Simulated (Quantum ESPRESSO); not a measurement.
**Magnetic state of Be3Fe from several starts**

Does Be3Fe prefer parallel or opposed moments, or none?

Program: Quantum ESPRESSO 7.5. Level of theory: PBEsol; plane waves with GBRV 1.5 PBEsol potentials, no spin-orbit coupling. Results are calculated unless marked as measured.

Most raw output is cut from this account.

**1. Set-up**

Symmetry: Pm-3m, No. 221, cubic system. Conventional cell: a = 3.239 Å, b = 3.239 Å, c = 3.239 Å, α = 90.00°, β = 90.00°, γ = 90.00°. Nearest to Be lie 4 Fe at 2.29 Å and 8 Be at 2.29 Å. Fe has 12 Be at 2.29 Å nearest. Farther neighbours are not listed.

The cell comes from Materials Project 2023-11-01, a database of computed structures, and need not be the stable phase.

**2. Run 1 (ferro +)**

The signs are those of the starting moments on the seeded atoms, the atoms that are given a moment.

pw.in reads:

```
&CONTROL
  calculation = 'scf'
  prefix = 'pwscf'
  outdir = './tmp'
  pseudo_dir = './pseudo'
  disk_io = 'nowf'
/
&SYSTEM
  ibrav = 0
  celldm(1) = 8
  nat = 4
  ntyp = 2
  ecutwfc = 40
  ecutrho = 280
  nbnd = 23
  occupations = 'smearing'
  smearing = 'fd'
  degauss = 0.00734986
  nspin = 2
  starting_magnetization(1) = 0
  starting_magnetization(2) = 0.175
/
&ELECTRONS
  conv_thr = 8d-09
  electron_maxstep = 150
  mixing_beta = 0.3
/
ATOMIC_SPECIES
Be      9.0122 be_pbesol_v1.4.uspp.F.UPF
Fe     55.8450 fe_pbesol_v1.5.uspp.F.UPF
CELL_PARAMETERS alat
   0.7651031261278    0.0000000000000    0.0000000000000
   0.0000000000000    0.7651031261278    0.0000000000000
   0.0000000000000    0.0000000000000    0.7651031261278
ATOMIC_POSITIONS crystal
Be      0.0000000000    0.5000000000    0.5000000000
Be      0.5000000000    0.0000000000    0.5000000000
Be      0.5000000000    0.5000000000    0.0000000000
Fe      0.0000000000    0.0000000000    0.0000000000
K_POINTS automatic
8 8 8 0 0 0
```

Command:

```
$ OMP_NUM_THREADS=1 mpirun -n 2 pw.x -nk 2 -in pw.in > pw.out
```

Run time: 23 s. Hardware: 2 MPI ranks of AMD EPYC 7571, shared host; peak memory 0.21 GiB.

Spin moment in the atom's sphere by atom:

```csv
atom,spin moment in the atom's sphere (μB)
Be1,-0.02
Be2,-0.02
Be3,-0.02
Fe4,1.56
```

Read from the output:

* smearing term TS: 0.04311 eV
* magnetization: 1.561 μB
* absolute magnetization: 1.771 μB
* final state: ferromagnetic

Spin density in the ac plane at fractional y = 0.000, with atoms of Be and Fe within 0.2 Å of it.

Values in e/Å³, 13 rows by 14 columns, each cell a mean:
```
3.1 1.8 0.9 0.3 0.1 0.0 0.0 0.0 0.0 0.0 0.1 0.4 1.0 2.1
1.7 0.8 0.3 0.1 0.0 0.0 0.0 0.0 0.0 0.0 0.1 0.1 0.3 1.0
0.4 0.3 0.1 0.0 0.0 0.0 0.0 0.0 0.0 0.0 0.0 0.0 0.1 0.3
0.1 0.1 0.0 0.0 0.0 0.0 0.0 0.0 0.0 0.0 0.0 0.0 0.0 0.1
0.0 0.0 0.0 0.0 0.0 0.0 0.0 0.0 0.0 0.0 0.0 0.0 0.0 0.0
0.0 0.0 0.0 0.0 0.0 0.0 0.0 0.0 0.0 0.0 0.0 0.0 0.0 0.0
0.0 0.0 0.0 0.0 0.0 0.0 0.0 0.0 0.0 0.0 0.0 0.0 0.0 0.0
0.0 0.0 0.0 0.0 0.0 0.0 0.0 0.0 0.0 0.0 0.0 0.0 0.0 0.0
0.1 0.1 0.0 0.0 0.0 0.0 0.0 0.0 0.0 0.0 0.0 0.0 0.0 0.1
0.3 0.2 0.1 0.0 0.0 0.0 0.0 0.0 0.0 0.0 0.0 0.0 0.1 0.2
1.2 0.6 0.2 0.1 0.0 0.0 0.0 0.0 0.0 0.0 0.0 0.1 0.3 0.7
2.9 1.6 0.7 0.2 0.1 0.0 0.0 0.0 0.0 0.0 0.1 0.3 0.8 1.8
3.5 2.9 1.5 0.4 0.1 0.0 0.0 0.0 0.0 0.0 0.1 0.6 1.8 3.1
```
Columns run along a (3.2 Å), rows up along c (3.2 Å). Atoms in or near the plane, at fractional coordinates: Be at (0.50, 0.50), Fe at (0.00, 0.00).

Valence density in the ac plane at fractional y = 0.000, with atoms of Be and Fe within 0.2 Å of it. It is the smooth field of the valence electrons, not physical close to the nuclei.

Values in e/Å³, 13 rows by 14 columns, each cell a mean:
```
22 18  7  1  0  0  0  0  0  0  1  2  9 20
10  7  3  1  0  0  0  0  0  0  0  1  3  8
 2  1  1  0  0  0  0  0  0  0  0  1  1  2
 0  0  0  0  0  0  0  0  0  0  0  0  0  0
 0  0  0  0  0  0  1  1  1  0  0  0  0  0
 0  0  0  0  0  1  8 19  6  1  0  0  0  0
 0  0  0  0  0  1 11 24  8  1  0  0  0  0
 0  0  0  0  0  0  2  5  2  0  0  0  0  0
 0  0  0  0  0  0  0  0  0  0  0  0  0  0
 1  1  1  0  0  0  0  0  0  0  0  0  1  1
 7  5  2  1  0  0  0  0  0  0  0  1  2  5
20 15  6  1  0  0  0  0  0  0  1  2  7 17
20 21  9  2  0  0  0  0  0  0  1  3 12 22
```
Columns run along a (3.2 Å), rows up along c (3.2 Å). Atoms in or near the plane, at fractional coordinates: Be at (0.50, 0.50), Fe at (0.00, 0.00).

**3. Run 2, typed as antiferro q=(0,0,1/2) +−**

The cell is doubled to 8 atoms to hold this order. The wavevector q is in fractions of the reciprocal vectors of the crystal's primitive cell, as the cells of these inputs are built from it; moments change sign between cells as cos(2π q·R).

pw.in reads:

```
&CONTROL
  calculation = 'scf'
  prefix = 'pwscf'
  outdir = './tmp'
  pseudo_dir = './pseudo'
  disk_io = 'nowf'
/
&SYSTEM
  ibrav = 0
  celldm(1) = 8
  nat = 8
  ntyp = 3
  ecutwfc = 40
  ecutrho = 280
  nbnd = 39
  occupations = 'smearing'
  smearing = 'fd'
  degauss = 0.00734986
  nspin = 2
  starting_magnetization(1) = 0
  starting_magnetization(2) = 0.175
  starting_magnetization(3) = -0.175
/
&ELECTRONS
  conv_thr = 1.6d-08
  electron_maxstep = 150
  mixing_beta = 0.3
/
ATOMIC_SPECIES
Be      9.0122 be_pbesol_v1.4.uspp.F.UPF
Fe1    55.8450 fe_pbesol_v1.5.uspp.F.UPF
Fe2    55.8450 fe_pbesol_v1.5.uspp.F.UPF
CELL_PARAMETERS alat
   0.7651031261278    0.0000000000000    0.0000000000000
   0.0000000000000    0.7651031261278    0.0000000000000
   0.0000000000000    0.0000000000000    1.5302062522557
ATOMIC_POSITIONS crystal
Be      0.0000000000    0.5000000000    0.2500000000
Be      0.0000000000    0.5000000000    0.7500000000
Be      0.5000000000    0.0000000000    0.2500000000
Be      0.5000000000    0.0000000000    0.7500000000
Be      0.5000000000    0.5000000000    0.0000000000
Be      0.5000000000    0.5000000000    0.5000000000
Fe1     0.0000000000    0.0000000000    0.0000000000
Fe2     0.0000000000    0.0000000000    0.5000000000
K_POINTS automatic
8 8 4 0 0 0
```

Elapsed: 2.2 min, on 2 MPI ranks; peak memory 0.43 GiB.

Spin moment in the atom's sphere by atom:

```
atom  spin moment in the atom's sphere (μB)
 Be1                                   0.00
 Be2                                   0.00
 Be3                                   0.00
 Be4                                   0.00
 Be5                                  -0.02
 Be6                                   0.02
 Fe7                                   1.08
 Fe8                                  -1.08
```

Numbers from this step:

```
smearing term TS       : 0.1565 eV
magnetization          : 0 μB
absolute magnetization : 2.434 μB
final state            : antiferromagnetic
```

Spin density in the ac plane at fractional y = 0.000, with atoms of Be and Fe within 0.2 Å of it.

Ten even steps from '_' (-2.4 e/Å³) to '@' (2.4 e/Å³), each cell a mean:
```
@@##**++++++====++++++++**##
**++++++++++======++++++++**
++++++++++==========++++++++
++++++++==============++++++
++++++==================++++
==============++============
==========++======++========
==========++++++++++========
==========++++++++++========
============++++++==========
..::========++++========--::
____::========++========::__
__::--======++++========--::
--==========++++++========--
==========++++++++==========
==========++++++++++========
==========++++==++++========
============================
++++==========++========++++
++++++++==============++++++
++++++++++==========++++++++
++++++++++++======++++++++++
%%##++++++++======++++++**##
@@@@##++++++====++++++++##@@
```
Columns run along a (3.2 Å), rows up along c (6.5 Å). Atoms in or near the plane, at fractional coordinates: Be at (0.50, 0.25), Be at (0.50, 0.75), Fe at (0.00, 0.00), Fe at (0.00, 0.50).

Valence density in the ac plane at fractional y = 0.000, with atoms of Be and Fe within 0.2 Å of it. It is the smooth field of the valence electrons, not physical close to the nuclei.

Ten steps, logarithmic in the rise over the least value, from '_' (0 e/Å³) to '@' (27 e/Å³), each cell a mean:
```
@@@@**--..__________..==##@@
##**==::____________..--++##
--::....______________..::::
..________________________..
__________..++**==..________
__________--%%@@##::________
__________::**%%++..________
____________..::..__________
::::..________________....::
++++--..____________..::--++
@@%%**--..__________..==##%%
@@@@##==..__________..++%%@@
@@@@**--..__________..==##@@
##**==::____________..--++##
--::....______________..::::
..________________________..
__________..++**==..________
__________--%%@@##::________
__________::**%%++..________
____________..::..__________
::::..________________....::
++++--..____________..::--++
@@%%**--..__________..==##%%
@@@@##==..__________..++%%@@
```
Columns run along a (3.2 Å), rows up along c (6.5 Å). Atoms in or near the plane, at fractional coordinates: Be at (0.50, 0.25), Be at (0.50, 0.75), Fe at (0.00, 0.00), Fe at (0.00, 0.50).

**4. Run 3, typed as antiferro q=(1/2,1/2,1/2) +−**

The cell is doubled to 8 atoms to hold this order.

pw.in reads:

```
&CONTROL
  calculation = 'scf'
  prefix = 'pwscf'
  outdir = './tmp'
  pseudo_dir = './pseudo'
  disk_io = 'nowf'
/
&SYSTEM
  ibrav = 0
  celldm(1) = 8
  nat = 8
  ntyp = 3
  ecutwfc = 40
  ecutrho = 280
  nbnd = 39
  occupations = 'smearing'
  smearing = 'fd'
  degauss = 0.00734986
  nspin = 2
  starting_magnetization(1) = 0
  starting_magnetization(2) = 0.175
  starting_magnetization(3) = -0.175
/
&ELECTRONS
  conv_thr = 1.6d-08
  electron_maxstep = 150
  mixing_beta = 0.3
/
ATOMIC_SPECIES
Be      9.0122 be_pbesol_v1.4.uspp.F.UPF
Fe1    55.8450 fe_pbesol_v1.5.uspp.F.UPF
Fe2    55.8450 fe_pbesol_v1.5.uspp.F.UPF
CELL_PARAMETERS alat
   1.5302062522557    0.0000000000000    0.0000000000000
   0.7651031261278    0.7651031261278    0.0000000000000
   0.7651031261278    0.0000000000000    0.7651031261278
ATOMIC_POSITIONS crystal
Be      0.5000000000    0.5000000000    0.5000000000
Be      0.0000000000    0.5000000000    0.5000000000
Be      0.0000000000    0.0000000000    0.5000000000
Be      0.5000000000    0.0000000000    0.5000000000
Be      0.0000000000    0.5000000000    0.0000000000
Be      0.5000000000    0.5000000000    0.0000000000
Fe1     0.0000000000    0.0000000000    0.0000000000
Fe2     0.5000000000    0.0000000000    0.0000000000
K_POINTS automatic
4 8 8 0 0 0
```

The job ended after 2.7 min (2 MPI ranks; peak memory 0.35 GiB; 5.5 min of CPU time).

Spin moment in the atom's sphere by atom:

| atom | spin moment in the atom's sphere (μB) |
| --- | --- |
| Be1 | 0.000 |
| Be2 | 0.000 |
| Be3 | 0.000 |
| Be4 | 0.000 |
| Be5 | 0.000 |
| Be6 | 0.000 |
| Fe7 | 0.595 |
| Fe8 | -0.595 |

This step gave:

| Property | Result |
| --- | --- |
| smearing term TS | 0.1918 eV |
| magnetization | 0 μB |
| absolute magnetization | 1.403 μB |
| final state | antiferromagnetic |

**5. Run 4, typed as antiferro q=(0,1/2,1/2) +−**

The cell is doubled to 8 atoms to hold this order.

pw.in reads:

```
&CONTROL
  calculation = 'scf'
  prefix = 'pwscf'
  outdir = './tmp'
  pseudo_dir = './pseudo'
  disk_io = 'nowf'
/
&SYSTEM
  ibrav = 0
  celldm(1) = 8
  nat = 8
  ntyp = 3
  ecutwfc = 40
  ecutrho = 280
  nbnd = 39
  occupations = 'smearing'
  smearing = 'fd'
  degauss = 0.00734986
  nspin = 2
  starting_magnetization(1) = 0
  starting_magnetization(2) = 0.175
  starting_magnetization(3) = -0.175
/
&ELECTRONS
  conv_thr = 1.6d-08
  electron_maxstep = 150
  mixing_beta = 0.3
/
ATOMIC_SPECIES
Be      9.0122 be_pbesol_v1.4.uspp.F.UPF
Fe1    55.8450 fe_pbesol_v1.5.uspp.F.UPF
Fe2    55.8450 fe_pbesol_v1.5.uspp.F.UPF
CELL_PARAMETERS alat
   0.7651031261278    0.0000000000000    0.0000000000000
   0.0000000000000    1.5302062522557    0.0000000000000
   0.0000000000000    0.7651031261278    0.7651031261278
ATOMIC_POSITIONS crystal
Be      0.0000000000    0.0000000000    0.5000000000
Be      0.0000000000    0.5000000000    0.5000000000
Be      0.5000000000    0.7500000000    0.5000000000
Be      0.5000000000    0.2500000000    0.5000000000
Be      0.5000000000    0.2500000000    0.0000000000
Be      0.5000000000    0.7500000000    0.0000000000
Fe1     0.0000000000    0.0000000000    0.0000000000
Fe2     0.0000000000    0.5000000000    0.0000000000
K_POINTS automatic
8 4 8 0 0 0
```

The job ended after 2.8 min (2 MPI ranks; peak memory 0.44 GiB).

Read from the output:

```
smearing term TS       : 0.1476 eV
magnetization          : 0 μB
absolute magnetization : 2.298 μB
final state            : antiferromagnetic
largest moment         : 0.9982 μB
```

**6. Run 5, typed as no spin polarisation**

pw.in reads:

```
&CONTROL
  calculation = 'scf'
  prefix = 'pwscf'
  outdir = './tmp'
  pseudo_dir = './pseudo'
  disk_io = 'nowf'
/
&SYSTEM
  ibrav = 0
  celldm(1) = 8
  nat = 4
  ntyp = 2
  ecutwfc = 40
  ecutrho = 280
  nbnd = 22
  occupations = 'smearing'
  smearing = 'fd'
  degauss = 0.00734986
/
&ELECTRONS
  conv_thr = 8d-09
  electron_maxstep = 150
  mixing_beta = 0.3
/
ATOMIC_SPECIES
Be      9.0122 be_pbesol_v1.4.uspp.F.UPF
Fe     55.8450 fe_pbesol_v1.5.uspp.F.UPF
CELL_PARAMETERS alat
   0.7651031261278    0.0000000000000    0.0000000000000
   0.0000000000000    0.7651031261278    0.0000000000000
   0.0000000000000    0.0000000000000    0.7651031261278
ATOMIC_POSITIONS crystal
Be      0.0000000000    0.5000000000    0.5000000000
Be      0.5000000000    0.0000000000    0.5000000000
Be      0.5000000000    0.5000000000    0.0000000000
Fe      0.0000000000    0.0000000000    0.0000000000
K_POINTS automatic
8 8 8 0 0 0
```

Wall time 11 s (2 MPI ranks); peak memory 0.19 GiB.

Read from the output:

```yaml
smearing_term_ts: 0.09908 eV
final_state: non-magnetic (no spin polarisation)
```

**7. An input with a fault**

One input was spoiled on purpose, to see how the program answers.

pw.in reads:

```
&CONTROL
  calculation = 'scf'
  prefix = 'pwscf'
  outdir = './tmp'
  pseudo_dir = './pseudo'
  disk_io = 'nowf'
/
&SYSTEM
  ibrav = 0
  nat = 4
  ntyp = 2
  ecutwfc = 40
  ecutrho = 280
  nbnd = 23
  occupations = 'smearing'
  smearing = 'fd'
  degauss = 0.00734986
  nspin = 2
  starting_magnetization(1) = 0
  starting_magnetization(2) = 0.175
/
&ELECTRONS
  conv_thr = 8d-09
  electron_maxstep = 100
  mixing_beta = 0.3
/
ATOMIC_SPECIES
Be      9.0122 be_pbesol_v1.4.uspp.F.UPF
Fe     55.8450 fe_pbesol_v1.5.uspp.F.UPF
CELL_PARAMETERS angstrom
   3.2390011067    0.0000000000    0.0000000000
   0.0000000000    3.2390011067    0.0000000000
   0.0000000000    0.0000000000    3.2390011067
ATOMIC_POSITIONS crystal
Be      0.0000000000    0.5000000000    0.5000000000
Be      0.5000000000    0.0000000000    0.5000000000
Be      0.5000000000    0.5000000000    0.0000000000
Fe      0.0000000000    0.0000000000    0.0000000000
K_POINTS automatic
0 8 8 0 0 0
```

It took 0.86 s on 2 MPI ranks; peak memory 0.06 GiB.

The program refused the input before any cycle.

The program's message: “card_kpoints (1): invalid values for nk1, nk2, nk3”

The fault put into the input: a mesh with a zero.

**8. The states side by side**

An order is kept where moments of 0.15 μB or more survive with the typed signs; meshes match where a doubled cell samples the same k points as the first cell.

Orders:

| start | final state | typed order kept | energy over the lowest (meV a seeded atom) | largest site moment (μB) | net moment (μB a cell of the first run) | mesh matched | CPU time (s) |
| --- | --- | --- | --- | --- | --- | --- | --- |
| ferro + | ferromagnetic | yes | 0 | 1.565 | 1.561 | yes | 44.69 |
| antiferro q=(0,0,1/2) +- | antiferromagnetic | yes | 89.59 | 1.081 | 5.91e-4 | yes | 266.4 |
| antiferro q=(1/2,1/2,1/2) +- | antiferromagnetic | yes | 139.4 | 0.5954 | 0 | yes | 327 |
| antiferro q=(0,1/2,1/2) +- | antiferromagnetic | yes | 107.7 | 0.9982 | 7.39e-4 | yes | 332.1 |
| no spin polarisation | non-magnetic | - | 142 | 0 | 0 | yes | 22.23 |

**9. Summary of results**

| Item | Value |
| --- | --- |
| lowest state found | ferromagnetic (from ferro +) |
| largest site moment | 1.56 μB |
| next state with moments | antiferromagnetic, 89.6 meV a seeded atom higher |
| state without moments | 142 meV a seeded atom higher |

The smearing terms TS of the orders run from 43 to 96 meV a seeded atom, so the differences would change at a smaller width: an order with a larger TS is lowered more by the smearing. Only these 5 starts were compared; other wavevectors, canted and longer-period orders were not. Energies are free energies at an electronic temperature of 1160 K, which lowers moments and differences where the moments are itinerant.

[Logs and program files are shortened in this print: banners, set-up blocks, solver, clock and traceback lines can be left out without a mark of their own.]

[Logs are printed without paths, hosts, clocks, repeated set-up lines and the standing remarks that a program may print on its own settings, such as how far it seeks lower states.]

[Hosts, paths, dates, database ids (printed as entryN), source tags and the programs' standing remarks are cut or masked in the printed files.]

[Where a cell is said to come from a database of computed structures, the database is the Materials Project.]
